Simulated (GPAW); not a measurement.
Consider KCrF3 (P4/mmm).

```xyz
5
Lattice="4.0936 0.0000 0.0000 0.0000 4.0936 0.0000 0.0000 0.0000 4.6006" Properties=species:S:1:pos:R:3 pbc="T T T"
Cr    0.0000    0.0000    0.0000
K     2.0468    2.0468    2.3003
F     2.0468    0.0000    0.0000
F     0.0000    2.0468    0.0000
F     0.0000    0.0000    2.3003
```

Absorber: atom 5, with 2 Cr at 2.30 Å and 4 K at 2.89 Å (distorted octahedral, site symmetry 4/mmm). Method: GPAW, LDA, excited-electron core hole (neutral cell), 10-atom cell with 5.8 Å between holes, 5×5×5 k points, dipole transitions, Gaussian full width 0.9 eV up to 4 eV, rising linearly to 3.5 eV at 25 eV.

Q: Where do the maxima of the F K edge fall?

Main maxima up to 24 eV above the zero (height): 3.1 eV (1.89), 4.9 eV (1.73), 7.7 eV (1.18) and 15.7 eV (1.43). A K edge sees empty p states; the first features are F p mixed into the empty d states of the Cr neighbours, and the broad ones above probably into the cations' higher empty bands. The total-energy difference is 679.15 eV. The functional leaves an error in such absolute values: in the free atom LDA prices this hole 4.7 eV below PBE (computed apart), and PBE is itself good to a few eV.

The F K spectrum (energy from the lowest empty level; intensity scaled to a mean of 1 over the first 20 eV; polarised curves are means over the symmetry-equivalent atoms):

| E (eV) | isotropic | ε ⊥ c | ε ∥ c |
| --- | --- | --- | --- |
| -2.0 | 0.00 | 0.00 | 0.00 |
| -1.5 | 0.00 | 0.00 | 0.00 |
| -1.0 | 0.00 | 0.00 | 0.01 |
| -0.5 | 0.04 | 0.01 | 0.12 |
| 0.0 | 0.17 | 0.06 | 0.39 |
| 0.5 | 0.28 | 0.22 | 0.38 |
| 1.0 | 0.60 | 0.70 | 0.40 |
| 1.5 | 1.24 | 1.27 | 1.17 |
| 2.0 | 1.60 | 1.21 | 2.38 |
| 2.5 | 1.75 | 1.17 | 2.92 |
| 3.0 | 1.88 | 1.73 | 2.19 |
| 3.5 | 1.76 | 1.89 | 1.50 |
| 4.0 | 1.56 | 1.71 | 1.26 |
| 4.5 | 1.66 | 1.89 | 1.20 |
| 5.0 | 1.72 | 1.99 | 1.17 |
| 5.5 | 1.45 | 1.69 | 0.97 |
| 6.0 | 1.06 | 1.03 | 1.14 |
| 6.5 | 0.90 | 0.56 | 1.59 |
| 7.0 | 1.05 | 0.59 | 1.96 |
| 7.5 | 1.17 | 0.75 | 2.02 |
| 8.0 | 1.15 | 0.82 | 1.81 |
| 8.5 | 1.07 | 0.87 | 1.48 |
| 9.0 | 0.99 | 0.89 | 1.19 |
| 9.5 | 0.85 | 0.78 | 1.00 |
| 10.0 | 0.66 | 0.56 | 0.86 |
| 10.5 | 0.48 | 0.35 | 0.73 |
| 11.0 | 0.36 | 0.24 | 0.60 |
| 11.5 | 0.30 | 0.22 | 0.47 |
| 12.0 | 0.29 | 0.25 | 0.35 |
| 12.5 | 0.31 | 0.34 | 0.26 |
| 13.0 | 0.41 | 0.51 | 0.20 |
| 13.5 | 0.58 | 0.77 | 0.21 |
| 14.0 | 0.82 | 1.11 | 0.25 |
| 14.5 | 1.08 | 1.46 | 0.33 |
| 15.0 | 1.30 | 1.75 | 0.39 |
| 15.5 | 1.42 | 1.91 | 0.43 |
| 16.0 | 1.41 | 1.90 | 0.43 |
| 16.5 | 1.28 | 1.72 | 0.40 |
| 17.0 | 1.10 | 1.46 | 0.38 |
| 17.5 | 0.91 | 1.19 | 0.37 |
| 18.0 | 0.78 | 0.97 | 0.40 |
| 18.5 | 0.72 | 0.84 | 0.48 |
| 19.0 | 0.71 | 0.77 | 0.60 |
| 19.5 | 0.74 | 0.75 | 0.74 |
| 20.0 | 0.81 | 0.77 | 0.87 |
| 20.5 | 0.88 | 0.83 | 0.99 |
| 21.0 | 0.97 | 0.90 | 1.10 |
| 21.5 | 1.06 | 0.98 | 1.22 |
| 22.0 | 1.14 | 1.05 | 1.34 |
| 22.5 | 1.22 | 1.10 | 1.47 |
| 23.0 | 1.29 | 1.14 | 1.58 |
| 23.5 | 1.34 | 1.17 | 1.68 |
| 24.0 | 1.37 | 1.17 | 1.76 |
| 24.5 | 1.38 | 1.17 | 1.81 |
| 25.0 | 1.39 | 1.15 | 1.85 |
| 25.5 | 1.38 | 1.14 | 1.87 |
| 26.0 | 1.37 | 1.12 | 1.87 |
| 26.5 | 1.36 | 1.11 | 1.85 |
| 27.0 | 1.34 | 1.11 | 1.82 |
| 27.5 | 1.33 | 1.11 | 1.78 |
| 28.0 | 1.32 | 1.11 | 1.75 |
| 28.5 | 1.31 | 1.11 | 1.71 |
| 29.0 | 1.29 | 1.11 | 1.65 |
| 29.5 | 1.24 | 1.08 | 1.56 |
| 30.0 | 1.17 | 1.04 | 1.43 |
| 30.5 | 1.07 | 0.97 | 1.27 |
| 31.0 | 0.96 | 0.89 | 1.08 |

The hole lies in one spin channel, while the script sums the empty states of both and takes the lower zero; where the two channels are split, this blurs and shifts the curve. The unit cell's mesh shows no gap over 0.35 eV. That is right for a metallic compound; for a small-gap or correlated insulator it would be the fault of the functional or of the assumed magnetic order, and the hole would be screened too well. The crystal has 2 inequivalent F sites and not all are shown here, while a measurement adds them all. The spins start ferromagnetically in a simple order, which needn't be the measured one; gap and edge can depend on it. The holes are only 5.8 Å apart, so the shape is probably not converged with cell size; no larger cell was run here. The mesh is coarse (0.27 Å⁻¹ between points), so small maxima may be mesh ripples. The structure is a computed Materials Project entry and may be a hypothetical form.

[Banner, clock and machine lines of the logs are left out without a mark of their own.]

[Logs are printed without paths, hosts, clocks, repeated set-up lines and the standing remarks that a program may print on its own settings, such as how far it seeks lower states.]

[Hosts, paths, dates, database ids (printed as entryN), source tags and the programs' standing remarks are cut or masked in the printed files.]

[Lists of maxima count a maximum above −3 eV only where it reaches 4 % of the highest in the window and stands out from its surroundings by 2 % of it (1.5 % where it reaches 55 %); shoulders and weaker maxima are passed over, and of the rest the first, up to two pre-edge ones and the few strongest are named.]
